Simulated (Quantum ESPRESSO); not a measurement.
**LiF (Griceite): the LO frequency by hand**

Aim: work out the LO frequency and the static dielectric constant of LiF (Griceite) from one linear-response run, then check them.

Method: DFT LDA, scalar-relativistic, plane waves, PseudoDojo norm-conserving pseudopotentials, in Quantum ESPRESSO 7.5.

## (1) The relaxed structure

The structure is cubic, space group Fm-3m (No. 225). Conventional cell: a = 3.905 Å, b = 3.905 Å, c = 3.905 Å, α = 90.00°, β = 90.00°, γ = 90.00°. Li has 6 F at 1.95 Å nearest. F has 6 Li at 1.95 Å nearest. Farther neighbours and most contacts between anions are not listed.

Coordinates:

```
Li F
1.0
    -1.95246    0.00000    1.95246
     0.00000    1.95246    1.95246
    -1.95246    1.95246    0.00000
Li F
1 1
Direct
  0.00000 0.00000 0.00000
  0.50000 0.50000 0.50000
```

This is the cell after its relaxation at this level of theory, not the database cell from which that began.

## (2) What the response run gave

A linear-response run on the relaxed cell, with the response to an electric field; only its zone-centre results are used. Cutoff 92 Ry, k mesh 12×12×12.

What it wrote:

```text
[banners, grids, parts of the stress and lines that vanish by symmetry left out]
Program PHONON v.7.5
     Reading xml data from directory:

[...]
Exchange-correlation= PW
                           (   1   4   0   0   0   0   0)
[...]
kinetic-energy cut-off    =      92.0000  Ry
     charge density cut-off    =     368.0000  Ry
     convergence threshold     =      1.0E-18
[...]
Exchange-correlation= PW
                           (   1   4   0   0   0   0   0)
[...]
q = (   0.0000000   0.0000000   0.0000000 )
     49 Sym.Ops. (with q -> -q+G )
     G cutoff =  253.7927  (  12039 G-vectors)     FFT grid: ( 32, 32, 32)
     number of k points=    72
[...]
Mode symmetry, O_h (m-3m)  point group:
[...]
Dielectric constant
[...]
End of electric fields calculation
          Dielectric constant in cartesian axis
          (       2.113800293      -0.000000000      -0.000000000 )
          (      -0.000000000       2.113800293       0.000000000 )
          (      -0.000000000       0.000000000       2.113800293 )
          Effective charges (d Force / dE) in cartesian axis without acoustic sum rule applied (asr)
           atom    1  Li    Mean Z*:        1.04181
      Ex  (        1.04181       -0.00000        0.00000 )
      Ey  (       -0.00000        1.04181       -0.00000 )
      Ez  (        0.00000       -0.00000        1.04181 )
           atom    2  F     Mean Z*:       -1.04178
      Ex  (       -1.04178        0.00000       -0.00000 )
      Ey  (        0.00000       -1.04178       -0.00000 )
      Ez  (       -0.00000       -0.00000       -1.04178 )
          Effective charges Sum: Mean:        0.00004
[...]
Effective charges (d Force / dE) in cartesian axis with asr applied:
           atom    1  Li    Mean Z*:        1.04179
[...]
atom    2  F     Mean Z*:       -1.04179
[...]
Representation #   1 modes #   1   2   3
[...]
End of self-consistent calculation
     Convergence has been achieved
     Representation #   2 modes #   4   5   6
[...]
End of self-consistent calculation
     Convergence has been achieved
[...]
Dielectric constant in cartesian axis
          (       2.113800293      -0.000000000      -0.000000000 )
          (      -0.000000000       2.113800293       0.000000000 )
          (      -0.000000000       0.000000000       2.113800293 )
          Effective charges (d Force / dE) in cartesian axis without acoustic sum rule applied (asr)
           atom    1  Li    Mean Z*:        1.04181
      Ex  (        1.04181       -0.00000        0.00000 )
      Ey  (       -0.00000        1.04181       -0.00000 )
      Ez  (        0.00000       -0.00000        1.04181 )
           atom    2  F     Mean Z*:       -1.04178
      Ex  (       -1.04178        0.00000       -0.00000 )
      Ey  (        0.00000       -1.04178       -0.00000 )
      Ez  (       -0.00000       -0.00000       -1.04178 )
          Effective charges Sum: Mean:        0.00004
[...]
Effective charges (d Force / dE) in cartesian axis with asr applied:
           atom    1  Li    Mean Z*:        1.04179
[...]
atom    2  F     Mean Z*:       -1.04179
[...]
q = (    0.000000000   0.000000000   0.000000000 )
[...]
freq (    1) =       0.054363 [THz] =       1.813363 [cm-1]
     freq (    2) =       0.054363 [THz] =       1.813363 [cm-1]
     freq (    3) =       0.054363 [THz] =       1.813363 [cm-1]
     freq (    4) =      10.279133 [THz] =     342.874975 [cm-1]
     freq (    5) =      10.279133 [THz] =     342.874975 [cm-1]
     freq (    6) =      10.279133 [THz] =     342.874975 [cm-1]
[...]
Mode symmetry, O_h (m-3m)  point group:
     freq (   1-   3) =          1.8  [cm-1]   --> T_1u G_15  G_4- I
     freq (   4-   6) =        342.9  [cm-1]   --> T_1u G_15  G_4- I

   JOB DONE.
```

```tsv
quantity	value
cell volume Ω (Å³)	14.886
mass of Li (u)	6.940
mass of F (u)	18.998
Born charge of Li, raw (e)	1.042
Born charge of F, raw (e)	-1.042
ε∞	2.114
ω(TO) after the sum rule (cm⁻¹)	342.9
```

## (3) The calculation

The charges must sum to zero over the cell; taking off their mean, 0.000 e, leaves Z* = 1.042 e on Li. In the polar mode Li moves against F, so the reduced mass is μ = 6.94 × 19.00 / 25.94 = 5.083 u.

A longitudinal wave builds up a field that adds to the restoring force: ω(LO)² = ω(TO)² + 4π Z*² / (μ Ω ε∞), in Hartree atomic units. With μ = 9266 electron masses and Ω = 100.45 bohr³ the second term is 6.9319e-06 Ha², or 333902 cm⁻² (1 Ha = 219474.6 cm⁻¹).

So ω(LO) = √(117567 + 333902) = 671.9 cm⁻¹, and by the Lyddane-Sachs-Teller relation ε₀ = ε∞ (ω(LO)/ω(TO))² = 8.12.

## (4) Check against the program

The analysis program adds the same non-analytic term to the full matrix, here for q along (1 0 0).

What it wrote:

```text
[banner, memory and clock lines left out]
Program DYNMAT v.7.5

     Reading Dynamical Matrix from file g.dyn
     ...Force constants read
     ...epsilon and Z* read

     Polarizability (A^3 units)
     multiply by 0.729253 for Clausius-Mossotti correction
         1.319387   -0.000000   -0.000000
        -0.000000    1.319387    0.000000
        -0.000000    0.000000    1.319387

     IR activities are in (D/A)^2/amu units

# mode   [cm-1]    [THz]      IR
    1     -0.00   -0.0000    0.0000
    2     -0.00   -0.0000    0.0000
    3      0.00    0.0000    0.0000
    4    342.88   10.2791    4.9261
    5    342.88   10.2791    4.9261
    6    671.91   20.1433    4.9261
```

ε₀ comes from the program's run without a direction of q.

```tsv
quantity	by hand	program
ω(LO) (cm⁻¹)	671.9	671.9
ε₀	8.12	8.12
```

## (5) Outcome

```
TO mode                    : 342.9 cm⁻¹
LO mode                    : 671.9 cm⁻¹
static dielectric constant : 8.117
```

In words: The LO mode of LiF (Griceite) lies at 672 cm⁻¹, 329 cm⁻¹ above the TO mode; the formula meets the program within 0.1 cm⁻¹, as it must for a cubic crystal with one polar mode. ω(LO)² − ω(TO)² goes with Z*²/ε∞: an error of 5 % in ε∞ would move the LO mode by 11.9 cm⁻¹, and semilocal functionals tend to overestimate ε∞. These are harmonic values at zero temperature, at the volume of this functional, for the structure held cubic; stability elsewhere in the zone is no part of this calculation.

[Host names and launcher messages were left out of these logs when they were recorded.]

[Logs are printed without paths, hosts, clocks, repeated set-up lines and the standing remarks that a program may print on its own settings, such as how far it seeks lower states.]

[Hosts, paths, dates, database ids (printed as entryN), source tags and the programs' standing remarks are cut or masked in the printed files.]
